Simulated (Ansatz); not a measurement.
# BaZrSeO2: complex band structure, part 3 of 3

Wanted: the relaxed cell of BaZrSeO2, its band edges and its decay constants. It is built by putting Se for part of the O in the BaZrO3 structure of space group Pm-3m, with the volume rescaled by atomic radii. The parent structure comes from the Materials Project.

Ansatz 0.2.0; LDA DFT, plane waves, PAW files (the session's first sound run).

So far, gap on the k-mesh (eV): step 3 (the bulk crystal and its band edges, LDA) 1.55; step 4 (complex bands, plane (001), k-mesh 6×6×4, LDA) 1.55; step 5 (PBE) 1.68.

The structure was built from a prototype and need not be the compound's stable phase.

## Step 6: Complex bands at another level

This step: PBE DFT, plane waves, PAW files; complex bands by layer matching along the plane's normal (Ansatz 0.2.0).

The complex bands at that level, over its own gap, at (0, 0) and (-0.5, -0.5).

input.yaml reads:

```yaml
crystal:
  lattice:
    - [4.232033973, 0.0, 0.0]
    - [0.0, 4.232033973, 0.0]
    - [0.0, 0.0, 5.23872047]
  atoms:
    - { symbol: Ba, position: [0.0, 0.0, 0.0] }
    - { symbol: Zr, position: [0.5, 0.5, 0.5] }
    - { symbol: O, position: [0.0, 0.5, 0.5] }
    - { symbol: O, position: [0.5, 0.0, 0.5] }
    - { symbol: Se, position: [0.5, 0.5, 0.0] }
kpoints:
  mp_grid: { grid: [6, 6, 4] }
scf:
  occupations: { method: fixed }
hamiltonian:
  xc: pbe
output:
  eigenvalues: true
  transmission:
    leads: [[0, 0]]
    kpoints: [[0.0, 0.0], [-0.5, -0.5]]
    e_range: [-1.0, 2.68]
    de: 0.07
```

Run with:

```sh
ansatz run input.yaml --threads 2 --pin off --max-ram 4096MiB --backend cpu --events-out ev --progress --plain --runs-dir out
```

Numbers of over 12 decimals in the logs are rounded to 6 here.

The log of the run:

```text
[...]
Crystal: 5 atoms, lattice volume = 93.826 Å³
Basis set: ecut = 420 eV, 1817 PW (Γ)
Bands: 30, of which v1, the nominal top of the filled ones, is band 25 counted from 1 (24 counted from 0)
Symmetry: 16 space group operations
[...]
k-points: 30 of 144
[...]
SCF iter   1: F=—  HF=-16744.799830 eV  |F-HF|=—  |Δ(HF+E_count)|=         —  Δρ=2.99e-3  dr2=1.50e-2  ethr=1.77e-3  ⟨swp⟩=4.2  Hψ=3624  notcnv=0  defer=66
[...]
SCF iter   8: F=-16744.794875 eV  HF=-16744.794875 eV  |F-HF|=6.16e-9  |Δ(HF+E_count)|=   6.62e-8  Δρ=5.05e-6  dr2=4.28e-8  ethr=2.00e-10  ⟨swp⟩=8.9  Hψ=4014  notcnv=0
SCF 1 converged in 8 iterations: F = -16744.794875 eV  dr2 = 4.28e-8
[...]
transmission: 8 of 16 steps passed
transmission: 16 of 16 steps passed
SCF converged after 8 iterations
Free energy (F): -16744.794875 eV
[...]
Internal energy: -16744.794875 eV  (E = F + TS)
E sigma→0 (E₀):  -16744.794875 eV
Fermi energy:    9.703306 eV
[...]
--- Band table (eV; the first three rows and the last of 30) ---
  k-point 0: bands = [... 21 lower, 8.8484, 9.3009, 9.3009, 9.3958, 11.3808, 11.3808, 11.7251, 12.5220, ... 1 higher]
  k-point 1: bands = [... 21 lower, 8.6877, 8.6877, 9.0451, 9.0451, 12.1210, 12.2811, 12.2811, 12.6237, ... 1 higher]
  k-point 2: bands = [... 21 lower, 8.4874, 8.4874, 8.9479, 8.9479, 12.5279, 12.7452, 13.3659, 13.3659, ... 1 higher]
  k-point 29: bands = [... 21 lower, 6.8306, 9.6211, 9.7033, 9.7033, 13.1698, 13.1698, 14.7449, 14.7449, ... 1 higher]
--- Transmission ---
  basis      : 161 plane waves across, 8 finite elements along
  points     : 2, as listed
[...]
channels       : 0.000000e0 a spin
[...]
slowest decay  : 0.1581 /Å at (0.0000, 0.0000)
```

The job ended after 20 s (2 threads of Arm Neoverse V2, shared host; peak memory 0.51 GiB; 29 s of CPU time).

Numbers from this step:

```
free energy                                               : -16744.7949 eV
Fermi energy                                              : 9.703 eV
gap on the k-mesh                                         : 1.678 eV
level to which the leads are filled                       : 0.8388 eV from the Fermi level
decay constant at the filling level, zone centre          : 0.1581 Å⁻¹
decay constant at the filling level, slowest listed point : 0.1581 Å⁻¹
```

K parallel (0, 0); values up to 1.5 1/Å, a degenerate pair printed once or twice; energies at which all values exceed this have no row. The Im kz of the slowest decaying states by energy, zero at the highest filled level on the SCF mesh:

| energy (eV) | decay 1 (Å⁻¹) | decay 2 (Å⁻¹) | decay 3 (Å⁻¹) | decay 4 (Å⁻¹) |
| --- | --- | --- | --- | --- |
| -1.0000 | 0.316 | 0.497 | 0.539 | 1.09 |
| -0.7200 | 0.317 | 0.371 | 0.512 | 1.07 |
| -0.5100 | 0.394 | 0.492 | 0.520 | 1.05 |
| -0.2300 | 0.0543 | 0.153 | 0.409 | 0.528 |
| -0.0200 | 0.0990 | 0.200 | 0.412 | 0.531 |
| 0.2600 | 0.130 | 0.225 | 0.409 | 0.532 |
| 0.4700 | 0.144 | 0.229 | 0.401 | 0.531 |
| 0.7500 | 0.156 | 0.220 | 0.382 | 0.527 |
| 1.0300 | 0.162 | 0.198 | 0.355 | 0.520 |
| 1.2400 | 0.164 | 0.170 | 0.327 | 0.514 |
| 1.5200 | 0.107 | 0.162 | 0.275 | 0.503 |
| 1.7300 | 0.158 | 0.218 | 0.494 | 0.743 |
| 2.0100 | 0.0463 | 0.148 | 0.479 | 0.659 |
| 2.2200 | 0.138 | 0.466 | 0.582 | 0.750 |
| 2.5000 | 0.117 | 0.446 | 0.447 | 0.748 |

K parallel (0, 0). Re kz of states that move upwards against energy, zero at the highest filled level on the SCF mesh:

| energy (eV) | channel 1 (Å⁻¹) | channel 2 (Å⁻¹) | channel 3 (Å⁻¹) |
| --- | --- | --- | --- |
| -1.00 | -0.284 | -0.284 | -0.198 |
| -0.86 | -0.170 | -0.0487 | -0.0487 |
| -0.72 | -0.406 | -0.406 | -0.141 |
| -0.65 | -0.288 | -0.288 | -0.126 |
| -0.51 | -0.152 | -0.152 | -0.0935 |
| -0.37 | -0.0500 | - | - |
| -0.23 | - | - | - |
| -0.09 | - | - | - |
| -0.02 | - | - | - |
| 0.12 | - | - | - |
| 0.26 | - | - | - |
| 0.40 | - | - | - |
| 0.54 | - | - | - |
| 0.61 | - | - | - |
| 0.75 | - | - | - |
| 0.89 | - | - | - |
| 1.03 | - | - | - |
| 1.10 | - | - | - |
| 1.24 | - | - | - |
| 1.38 | - | - | - |
| 1.52 | - | - | - |
| 1.66 | - | - | - |
| 1.73 | 0.0642 | 0.0642 | - |
| 1.87 | 0.125 | 0.125 | - |
| 2.01 | 0.168 | 0.168 | - |
| 2.15 | 0.158 | 0.205 | 0.205 |
| 2.29 | 0.237 | 0.238 | 0.238 |
| 2.36 | 0.253 | 0.253 | 0.272 |
| 2.50 | 0.284 | 0.284 | 0.340 |
| 2.64 | 0.313 | 0.313 | 0.412 |

K parallel (-0.5, -0.5); values up to 1.5 1/Å, a degenerate pair printed once or twice; energies at which all values exceed this have no row. Im kz of the slowest decaying states against energy, zero at the highest filled level on the SCF mesh:

| energy (eV) | decay 1 (Å⁻¹) | decay 2 (Å⁻¹) | decay 3 (Å⁻¹) | decay 4 (Å⁻¹) |
| --- | --- | --- | --- | --- |
| -1.00 | 0.162 | 0.279 | 0.569 | 0.889 |
| -0.79 | 0.160 | 0.180 | 0.577 | 0.900 |
| -0.65 | 0.189 | 0.582 | 0.906 | 1.15 |
| -0.44 | 0.201 | 0.588 | 0.911 | 1.05 |
| -0.30 | 0.207 | 0.591 | 0.914 | 0.945 |
| -0.09 | 0.101 | 0.215 | 0.595 | 0.915 |
| -0.02 | 0.217 | 0.596 | 0.701 | 0.915 |
| 0.12 | 0.133 | 0.220 | 0.598 | 0.908 |
| 0.26 | 0.186 | 0.223 | 0.600 | 0.913 |
| 0.47 | 0.226 | 0.233 | 0.601 | 0.909 |
| 0.61 | 0.227 | 0.254 | 0.602 | 0.905 |
| 0.82 | 0.227 | 0.277 | 0.602 | 0.898 |
| 1.03 | 0.226 | 0.292 | 0.602 | 0.889 |
| 1.17 | 0.225 | 0.298 | 0.601 | 0.883 |
| 1.38 | 0.222 | 0.304 | 0.599 | 0.871 |
| 1.52 | 0.219 | 0.306 | 0.597 | 0.862 |
| 1.73 | 0.214 | 0.305 | 0.594 | 0.847 |
| 1.94 | 0.208 | 0.301 | 0.590 | 0.830 |
| 2.08 | 0.203 | 0.297 | 0.587 | 0.818 |
| 2.29 | 0.194 | 0.286 | 0.582 | 0.797 |
| 2.43 | 0.187 | 0.277 | 0.579 | 0.782 |
| 2.64 | 0.175 | 0.259 | 0.572 | 0.756 |

At the listed wavevectors the last open channel is at -0.02 eV and the next at +1.73 eV on the grid. At +0.82 eV, the grid energy nearest the filling level (the middle of the gap on the SCF mesh), the slowest state at the listed wavevectors decays with κ = 0.158 Å⁻¹, its amplitude falling by e over 6.3 Å; the first such run, plane (001), gave 0.154 Å⁻¹ over as many of its listed wavevectors.

## Step 7: Results

```json
{
  "band gap": "1.55 eV",
  "least decay constant at mid-gap, normal to (001)": "0.154 Å⁻¹",
  "least decay constant, PBE": "0.158 Å⁻¹"
}
```

In words: With LDA, the slowest decay at the wavevectors tried is κ = 0.154 Å⁻¹, normal to (001). Through such a film the transmission near mid-gap falls as exp(−2κd), a factor of ten every 7.5 Å. A free electron under a barrier of half the gap would need a mass of 0.12 mₑ to decay at this rate. With PBE the gap goes from 1.55 to 1.68 eV and the decay constant, over the first 2 listed wavevectors, from 0.154 to 0.158 Å⁻¹. The compound is made up by substitution; its stability against other phases and against distortions of the cell's symmetry was not tested. A semilocal functional narrows gaps, so real decay constants are likely larger.

[Logs are printed without paths, hosts, clocks, repeated set-up lines and the standing remarks that a program may print on its own settings, such as how far it seeks lower states.]

[Hosts, paths, dates, database ids (printed as entryN), source tags and the programs' standing remarks are cut or masked in the printed files.]
